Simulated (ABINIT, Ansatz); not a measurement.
**KNaMg2F6 (P4/mmm): one start, several treatments of the self-energy**

How much does the gap of KNaMg2F6 (P4/mmm) depend on the approximation to the self-energy?

Calculated with ABINIT 10.8.3; LDA and many-body steps on it, plane waves.

### 1. Set-up

It takes space group P4/mmm (No. 123, tetragonal). The conventional cell has a = 4.008 Å, b = 4.008 Å, c = 7.995 Å, α = 90.00°, β = 90.00°, γ = 90.00°. K has 12 F at 2.83 to 2.87 Å nearest. Nearest to Na lie 12 F at 2.79 to 2.83 Å. Nearest to Mg lie 6 F at 1.97 to 2.03 Å. F has 2 Mg at 2.00 Å and 2 Na at 2.79 Å and 2 K at 2.87 Å nearest. Nearest to F lie 2 Mg at 1.97 Å and 4 Na at 2.83 Å. Nearest to F lie 2 Mg at 2.03 Å and 4 K at 2.83 Å. Farther neighbours and most contacts between anions are not listed.

The cell and positions are those that the Materials Project relaxed with its own functionals (PBE, PBE+U or r2SCAN), kept fixed.

### 2. Empty states on the mesh, 2×2×1 mesh, 272 bands

This step: ABINIT 10.8.3; DFT, LDA, plane waves, norm-conserving pseudopotentials.

The sums over transitions need many empty states on a uniform mesh; this step solves for them.

The input, run.abi:

```
acell 3*1.0 Angstrom
rprim 
  4.007581000000 0.000000000000 0.000000000000
  0.000000000000 4.007581000000 0.000000000000
  0.000000000000 0.000000000000 7.994870000000
ntypat 4
znucl 19 11 12 9
natom 10
typat 1 2 3 3 4 4 4 4 4 4
xred 
  0.500000000000 0.500000000000 0.500000000000
  0.500000000000 0.500000000000 0.000000000000
  0.000000000000 0.000000000000 0.246633000000
  0.000000000000 0.000000000000 0.753367000000
  0.500000000000 0.000000000000 0.243520000000
  0.500000000000 0.000000000000 0.756480000000
  0.000000000000 0.500000000000 0.756480000000
  0.000000000000 0.500000000000 0.243520000000
  0.000000000000 0.000000000000 0.000000000000
  0.000000000000 0.000000000000 0.500000000000
pp_dirpath "pseudos"
pseudos "K.upf, Na.upf, Mg.upf, F.upf"
ecut 38
ngkpt 2 2 1
nshiftk 1
shiftk 0 0 0
kptopt 1
chksymbreak 0
iscf -2
irdden 1
istwfk *1
nband 272
nbdbuf 24
tolwfr 1e-09
nstep 60
prtvol 0
indata_prefix "in"
outdata_prefix "out"
tmpdata_prefix "tmp"
```

Started as:

```sh
OMP_NUM_THREADS=1 mpirun -n 3 abinit run.abi > log
```

Numbers of over 12 decimals in the logs are rounded to 6 here.

Log:

```text
.Version 10.8.3 of ABINIT. v10.8.2 released Aug 2026.

 Symmetries : space group P4/m m m (#123); Bravais tP (primitive tetrag.)
[... echo of the input left out ...]
== DATASET  1 ==================================================================
-   mpi_nproc: 3, omp_nthreads: 1 (-1 if OMP is not activated)

--- !DatasetInfo
iteration_state: {dtset: 1, }
dimensions: {natom: 10, nkpt: 3, mband: 272, nsppol: 1, nspinor: 1, nspden: 1, mpw: 9813, }
cutoff_energies: {ecut:  38.0, pawecutdg:  -1.0, }
[...]
2.95115    2.95115    2.95389    2.96403    2.96549    2.96653    2.97185    3.00232
   3.02092    3.03162    3.03179    3.05187    3.05221    3.05429    3.05581    3.08232
 prteigrs : prtvol=0 or 1, do not print more k-points.

== END DATASET(S) ==============================================================
================================================================================

 -outvars: echo values of variables after computation  --------
            nband         272
             nkpt           3
          spgroup         123
 [... the other variables as echoed above ...]

 Calculation completed.
```

Wall time 2.1 min (3 MPI ranks of AMD EPYC 9R45, shared host); peak memory 0.4 GiB; 6.3 min of CPU time.

Numbers from this step:

| Quantity | Value |
| --- | --- |
| gap | 6.084 eV |
| k of the valence top | 0.5, 0.5, 0 |
| k of the conduction bottom | 0, 0, 0 |
| least direct gap | 6.484 eV |
| k points computed | 3 |
| lowest point of the top converged band, above the valence top | 76.4975 eV |

On this mesh the gap is 6.084 eV.

The density comes from a self-consistent run that is not shown.

### 3. Screening, 2×2×1 mesh, 125 bands, screening to 114.3 eV

The RPA dielectric matrix is built and inverted for each q.

This step: RPA screening on LDA, plane waves, norm-conserving pseudopotentials.

run.abi, as its differences from that of step 2:

```diff
@@ -28,10 +28,11 @@
 chksymbreak 0
-iscf -2
-irdden 1
 istwfk *1
-nband 272
-nbdbuf 24
-tolwfr 1e-09
-nstep 60
-prtvol 0
+occopt 1
+irdwfk 1
+optdriver 3
+nband 125
+ecuteps 4.2
+inclvkb 2
+awtr 1
+symchi 1
 indata_prefix "in"
```

Started as:

```sh
OMP_NUM_THREADS=1 mpirun -n 4 abinit run.abi > log
```

Log:

```text
.Version 10.8.3 of ABINIT. v10.8.2 released Aug 2026.

 Symmetries : space group P4/m m m (#123); Bravais tP (primitive tetrag.)
[... echo of the input left out ...]
== DATASET  1 ==================================================================
-   mpi_nproc: 4, omp_nthreads: 1 (-1 if OMP is not activated)

--- !DatasetInfo
iteration_state: {dtset: 1, }
dimensions: {natom: 10, nkpt: 3, mband: 125, nsppol: 1, nspinor: 1, nspden: 1, mpw: 9813, }
cutoff_energies: {ecut:  38.0, pawecutdg:  -1.0, }
electrons: {nelect:   8.00000000E+01, charge:   0.00000000E+00, occopt:   1.00000000E+00, tsmear:   1.00000000E-02, }

 SCREENING: Calculation of the susceptibility and dielectric matrices

 Based on a program developped by R.W. Godby, V. Olevano, G. Onida, and L. Reining.
 Incorporated in ABINIT by V. Olevano, G.-M. Rignanese, and M. Torrent.
.Using double precision arithmetic ; gwpc =  8

[... cell and pseudopotentials left out ...]
--------------------------------------------------------------------------------

 ==== K-mesh for the wavefunctions ====
 Number of points in the irreducible wedge :     3
[... list of points left out ...]
 Together with 16 symmetry operations and time-reversal symmetry
 yields     4 points in the full Brillouin Zone.

 ==== Q-mesh for the screening function ====
 Number of points in the irreducible wedge :     3
[... list of points left out ...]
 Together with 16 symmetry operations and time-reversal symmetry
 yields     4 points in the full Brillouin Zone.

 setmesh: FFT mesh size selected  =    27x   27x   60
          total number of points  =        43740

 vcoul_init : cutoff-mode = AUXILIARY_FUNCTION
 q-points for optical limit:   1
     1)      0.000010    0.000020    0.000030

- screening: taking advantage of time-reversal symmetry
- Maximum band index for partially occupied states nbvw = 40
- Remaining bands to be divided among processors   nbcw = 85
- Number of bands treated by each node ~21

 Number of electrons calculated from density =   80.0000; Expected =   80.0000
 average of density, n =  0.092325
 r_s =    1.3726
 omega_plasma =   29.3099 [eV]

 calculating chi0 at frequencies [eV] :
  1    0.000000E+00    0.000000E+00
  2    0.000000E+00    2.930990E+01

--------------------------------------------------------------------------------
  q-point number  1        q = ( 0.000000, 0.000000, 0.000000) [r.l.u.]
--------------------------------------------------------------------------------
[... chi0 elements left out ...]
 For q-point:  0.000010 0.000020 0.000030
  dielectric constant =   1.9855
  dielectric constant without local fields =   2.0976

  Average fulfillment of the sum rule on Im[epsilon] for q-point    1 :     33.79  [%]
[... wings left out ...]
  q-point number  2        q = ( 0.500000, 0.000000, 0.000000) [r.l.u.]
--------------------------------------------------------------------------------
[... chi0 elements left out ...]
  Average fulfillment of the sum rule on Im[epsilon] for q-point    2 :     35.70  [%]

 [... 1 further q-points ...]
```

It took 20 s on 4 MPI ranks; peak memory 1.3 GiB; 79 s of CPU time.

Numbers from this step:

```
ε∞ with local fields, on this mesh, along the program's q direction : 1.986
the same without local fields                                       : 2.098
plasma frequency                                                    : 29.31 eV
plane waves in the screening matrix                                 : 353
```

Local fields lower ε∞ by 5 %. On a Γ-centred mesh this coarse the value itself is usually too large, while a short band sum pulls it down.

### 4. G0W0, Godby-Needs plasmon pole

The self-energy is evaluated for the states that the input lists, and the levels follow from it, in one-shot runs by the linearised quasiparticle equation.

This step: G0W0 on LDA, plane waves, norm-conserving pseudopotentials.

run.abi, as its differences from that of step 3:

```diff
@@ -31,8 +31,17 @@
 irdwfk 1
-optdriver 3
+optdriver 4
 nband 125
+gwcalctyp 0
+ecutsigx 38
+symsigma 1
+nkptgw 2
+kptgw 
+  0.5000000000 0.5000000000 0.0000000000
+  0.0000000000 0.0000000000 0.0000000000
+bdgw 
+  39 42
+  38 42
 ecuteps 4.2
-inclvkb 2
-awtr 1
-symchi 1
+irdscr 1
+ppmodel 1
 indata_prefix "in"
```

Log:

```text
.Version 10.8.3 of ABINIT. v10.8.2 released Aug 2026.

 Symmetries : space group P4/m m m (#123); Bravais tP (primitive tetrag.)
[... echo of the input left out ...]
== DATASET  1 ==================================================================
-   mpi_nproc: 4, omp_nthreads: 1 (-1 if OMP is not activated)

--- !DatasetInfo
iteration_state: {dtset: 1, }
dimensions: {natom: 10, nkpt: 3, mband: 125, nsppol: 1, nspinor: 1, nspden: 1, mpw: 9813, }
cutoff_energies: {ecut:  38.0, pawecutdg:  -1.0, }
electrons: {nelect:   8.00000000E+01, charge:   0.00000000E+00, occopt:   1.00000000E+00, tsmear:   1.00000000E-02, }

 SIGMA: Calculation of the GW corrections

 Based on a program developped by R.W. Godby, V. Olevano, G. Onida, and L. Reining.
 Incorporated in ABINIT by V. Olevano, G.-M. Rignanese, and M. Torrent.
.Using double precision arithmetic ; gwpc =  8

[... cell and pseudopotentials left out ...]
--------------------------------------------------------------------------------

 ==== K-mesh for the wavefunctions ====
 Number of points in the irreducible wedge :     3
[... list of points left out ...]
 Together with 16 symmetry operations and time-reversal symmetry
 yields     4 points in the full Brillouin Zone.

 ==== Q-mesh for screening function ====
 Number of points in the irreducible wedge :     3
[... list of points left out ...]
 Together with 16 symmetry operations and time-reversal symmetry
 yields     4 points in the full Brillouin Zone.

 vcoul_init : cutoff-mode = AUXILIARY_FUNCTION
 q-points for optical limit:   1
     1)      0.000010    0.000020    0.000030
 setmesh: FFT mesh size selected  =    45x   45x   90
          total number of points  =       182250

 Number of electrons calculated from density =   80.0000; Expected =   80.0000
 average of density, n =  0.092325
 r_s =    1.3726
 omega_plasma =   29.3099 [eV]

 === KS Band Gaps ===
  >>>> For spin  1
   Minimum direct gap =   6.4844 [eV], located at k-point      :   0.0000  0.0000  0.0000
   Fundamental gap    =   6.0840 [eV], Top of valence bands at :   0.5000  0.5000  0.0000
                                       Bottom of conduction at :   0.0000  0.0000  0.0000
 SIGMA fundamental parameters:
 PLASMON POLE MODEL  1
 number of plane-waves for SigmaX                 9813
 number of plane-waves for SigmaC and W            353
 number of plane-waves for wavefunctions          9813
 number of bands                                   125
 number of independent spin polarizations            1
 number of spinorial components                      1
 number of k-points in IBZ                           3
 number of q-points in IBZ                           3
 number of symmetry operations                      16
 number of k-points in BZ                            4
 number of q-points in BZ                            4
 number of frequencies for dSigma/dE                 9
 frequency step for dSigma/dE [eV]                0.25
 number of omega for Sigma on real axis              0
 max omega for Sigma on real axis  [eV]           0.00
 zcut for avoiding poles [eV]                     0.10

 EPSILON^-1 parameters (SCR file):
 dimension of the eps^-1 matrix on file            353
 dimension of the eps^-1 matrix used               353
 number of plane-waves for wavefunctions          9813
 number of bands                                   125
 number of q-points in IBZ                           3
 number of frequencies                               2
 number of real frequencies                          1
 number of imag frequencies                          1

 matrix elements of self-energy operator (all in [eV])

 Perturbative Calculation

--- !SelfEnergy_ee
iteration_state: {dtset: 1, }
kpoint     : [   0.500,    0.500,    0.000, ]
spin       : 1
KS_gap     :   10.008
QP_gap     :   14.902
Delta_QP_KS:    4.893
data: !SigmaeeData |
     Band     E0 <VxcDFT>   SigX SigC(E0)      Z dSigC/dE  Sig(E)    E-E0       E
       39  -0.513 -22.622 -30.503   5.094   0.821  -0.218 -24.910  -2.288  -2.801
       40  -0.513 -22.622 -30.503   5.094   0.821  -0.218 -24.910  -2.288  -2.801
       41   9.495 -10.624  -5.280  -2.427   0.893  -0.120  -8.019   2.605  12.100
       42   9.638 -12.518  -6.401  -2.613   0.888  -0.126  -9.408   3.110  12.748

--- !SelfEnergy_ee
iteration_state: {dtset: 1, }
kpoint     : [   0.000,    0.000,    0.000, ]
spin       : 1
KS_gap     :    6.484
QP_gap     :   11.047
Delta_QP_KS:    4.563
data: !SigmaeeData |
     Band     E0 <VxcDFT>   SigX SigC(E0)      Z dSigC/dE  Sig(E)    E-E0       E
       38  -0.915 -22.366 -30.185   4.998   0.823  -0.216 -24.687  -2.321  -3.236
       39  -0.913 -22.367 -30.182   5.007   0.822  -0.216 -24.677  -2.310  -3.224
       40  -0.913 -22.367 -30.182   5.007   0.822  -0.216 -24.677  -2.310  -3.224
       41   5.571 -10.642  -5.593  -2.535   0.896  -0.116  -8.390   2.252   7.823
       42   8.512 -12.317  -6.986  -2.393   0.885  -0.129  -9.716   2.601  11.113

== END DATASET(S) ==============================================================
================================================================================

 -outvars: echo values of variables after computation  --------
           etotal      0.0000000000E+00
            nband         125
             nkpt           3
          spgroup         123
 [... the other variables as echoed above ...]

 Calculation completed.
```

The job ended after 8 s (4 MPI ranks; peak memory 0.92 GiB).

Numbers from this step:

```
G0W0 gap on the points computed              : 10.62 eV
starting gap on the mesh                     : 6.084 eV
k of the valence top                         : 0.5, 0.5, 0
k of the conduction bottom                   : 0, 0, 0
Z at the valence top                         : 0.821
Z at the conduction bottom                   : 0.896
least direct G0W0 gap on the computed points : 11.05 eV
```

The gap on the mesh goes from 6.08 eV to 10.62 eV, a correction of +4.54 eV.

### 5. G0W0, Hybertsen-Louie plasmon pole

run.abi, as its differences from that of step 4:

```diff
@@ -45,3 +45,3 @@
 irdscr 1
-ppmodel 1
+ppmodel 2
 indata_prefix "in"
```

Log:

```text
.Version 10.8.3 of ABINIT. v10.8.2 released Aug 2026.

 Symmetries : space group P4/m m m (#123); Bravais tP (primitive tetrag.)
[... echo of the input left out ...]
== DATASET  1 ==================================================================
-   mpi_nproc: 4, omp_nthreads: 1 (-1 if OMP is not activated)

--- !DatasetInfo
iteration_state: {dtset: 1, }
dimensions: {natom: 10, nkpt: 3, mband: 125, nsppol: 1, nspinor: 1, nspden: 1, mpw: 9813, }
cutoff_energies: {ecut:  38.0, pawecutdg:  -1.0, }
electrons: {nelect:   8.00000000E+01, charge:   0.00000000E+00, occopt:   1.00000000E+00, tsmear:   1.00000000E-02, }

 SIGMA: Calculation of the GW corrections

 Based on a program developped by R.W. Godby, V. Olevano, G. Onida, and L. Reining.
 Incorporated in ABINIT by V. Olevano, G.-M. Rignanese, and M. Torrent.
.Using double precision arithmetic ; gwpc =  8

[... cell and pseudopotentials left out ...]
--------------------------------------------------------------------------------

 ==== K-mesh for the wavefunctions ====
 Number of points in the irreducible wedge :     3
[... list of points left out ...]
 Together with 16 symmetry operations and time-reversal symmetry
 yields     4 points in the full Brillouin Zone.

 ==== Q-mesh for screening function ====
 Number of points in the irreducible wedge :     3
[... list of points left out ...]
 Together with 16 symmetry operations and time-reversal symmetry
 yields     4 points in the full Brillouin Zone.

 vcoul_init : cutoff-mode = AUXILIARY_FUNCTION
 q-points for optical limit:   1
     1)      0.000010    0.000020    0.000030
 setmesh: FFT mesh size selected  =    45x   45x   90
          total number of points  =       182250

 Number of electrons calculated from density =   80.0000; Expected =   80.0000
[...]
number of omega for Sigma on real axis              0
 max omega for Sigma on real axis  [eV]           0.00
 zcut for avoiding poles [eV]                     0.10

 EPSILON^-1 parameters (SCR file):
 dimension of the eps^-1 matrix on file            353
 dimension of the eps^-1 matrix used               353
 number of plane-waves for wavefunctions          9813
 number of bands                                   125
 number of q-points in IBZ                           3
 number of frequencies                               2
 number of real frequencies                          1
 number of imag frequencies                          1

 matrix elements of self-energy operator (all in [eV])

 Perturbative Calculation

--- !SelfEnergy_ee
iteration_state: {dtset: 1, }
kpoint     : [   0.500,    0.500,    0.000, ]
spin       : 1
KS_gap     :   10.008
QP_gap     :   15.339
Delta_QP_KS:    5.330
data: !SigmaeeData |
     Band     E0 <VxcDFT>   SigX SigC(E0)      Z dSigC/dE  Sig(E)    E-E0       E
       39  -0.513 -22.622 -30.503   4.488   0.900  -0.111 -25.675  -3.053  -3.566
       40  -0.513 -22.622 -30.503   4.488   0.900  -0.111 -25.675  -3.053  -3.566
       41   9.495 -10.624  -5.280  -2.896   0.930  -0.075  -8.347   2.277  11.772
[...]
--- !SelfEnergy_ee
iteration_state: {dtset: 1, }
kpoint     : [   0.000,    0.000,    0.000, ]
spin       : 1
KS_gap     :    6.484
QP_gap     :   11.578
Delta_QP_KS:    5.094
data: !SigmaeeData |
     Band     E0 <VxcDFT>   SigX SigC(E0)      Z dSigC/dE  Sig(E)    E-E0       E
[...]
41   5.571 -10.642  -5.593  -2.861   0.932  -0.072  -8.602   2.041   7.611
       42   8.512 -12.317  -6.986  -2.558   0.930  -0.076  -9.739   2.577  11.090

== END DATASET(S) ==============================================================
================================================================================

 -outvars: echo values of variables after computation  --------
           etotal      0.0000000000E+00
            nband         125
             nkpt           3
          spgroup         123
 [... the other variables as echoed above ...]

 Calculation completed.
```

The job ended after 8 s (4 MPI ranks; peak memory 0.91 GiB; 31 s of CPU time).

Numbers from this step:

| Quantity | Value |
| --- | --- |
| G0W0 gap on the points computed | 11.18 eV |
| starting gap on the mesh | 6.084 eV |
| k of the valence top | 0.5, 0.5, 0 |
| k of the conduction bottom | 0, 0, 0 |
| Z at the valence top | 0.9 |
| Z at the conduction bottom | 0.932 |
| least direct G0W0 gap on the computed points | 11.58 eV |

Against G0W0 in ABINIT (2×2×1 mesh, 125 bands, screening to 114.3 eV, Godby-Needs plasmon pole), the gap moves by +0.553 eV.

### 6. G0W0, von der Linden-Horsch plasmon pole

run.abi, as its differences from that of step 5:

```diff
@@ -45,3 +45,3 @@
 irdscr 1
-ppmodel 2
+ppmodel 3
 indata_prefix "in"
```

Log:

```text
.Version 10.8.3 of ABINIT. v10.8.2 released Aug 2026.

 Symmetries : space group P4/m m m (#123); Bravais tP (primitive tetrag.)
[... echo of the input left out ...]
== DATASET  1 ==================================================================
-   mpi_nproc: 4, omp_nthreads: 1 (-1 if OMP is not activated)

--- !DatasetInfo
iteration_state: {dtset: 1, }
dimensions: {natom: 10, nkpt: 3, mband: 125, nsppol: 1, nspinor: 1, nspden: 1, mpw: 9813, }
cutoff_energies: {ecut:  38.0, pawecutdg:  -1.0, }
[...]
Band     E0 <VxcDFT>   SigX SigC(E0)      Z dSigC/dE  Sig(E)    E-E0       E
[...]
41   5.571 -10.642  -5.593  -2.697   0.943  -0.061  -8.426   2.217   7.788
       42   8.512 -12.317  -6.986  -2.466   0.936  -0.068  -9.634   2.682  11.195

== END DATASET(S) ==============================================================
================================================================================

 -outvars: echo values of variables after computation  --------
           etotal      0.0000000000E+00
            nband         125
             nkpt           3
          spgroup         123
 [... the other variables as echoed above ...]

 Calculation completed.
```

Run time: 5.9 s. Hardware: 4 MPI ranks; peak memory 0.28 GiB; 23 s of CPU time.

This step gave:

```yaml
g0w0_gap_on_the_points_computed: 10.85 eV
starting_gap_on_the_mesh: 6.084 eV
k_of_the_valence_top: 0.5, 0.5, 0
k_of_the_conduction_bottom: 0, 0, 0
least_direct_g0w0_gap_on_the_computed_points: 11.28 eV
```

Against G0W0 in ABINIT (2×2×1 mesh, 125 bands, screening to 114.3 eV, Godby-Needs plasmon pole), the gap moves by +0.222 eV.

[end of part 1 of 2]

[Paths, hosts, dates, memory and timing lines, banners, echoed tables and standing remarks are left out of the program output.]

[Logs are printed without paths, hosts, clocks, repeated set-up lines and the standing remarks that a program may print on its own settings, such as how far it seeks lower states.]

[Runs of the session that timed out or met a known fault of the program may be left out.]

[No measured gap is set beside runs whose start may be inverted or whose files or cutoffs have a known fault.]

[Hosts, paths, dates, database ids (printed as entryN), source tags and the programs' standing remarks are cut or masked in the printed files.]

[G0W0 gaps are taken among the corrected bands and points alone; a level outside them can change the order at an edge.]

[Where Ansatz stands beside ABINIT at settings called matched, ABINIT's density can come from a denser mesh and the files from another edition; pairs whose starting gaps differed by over 0.03 eV were left out, so agreement reads better than it is.]
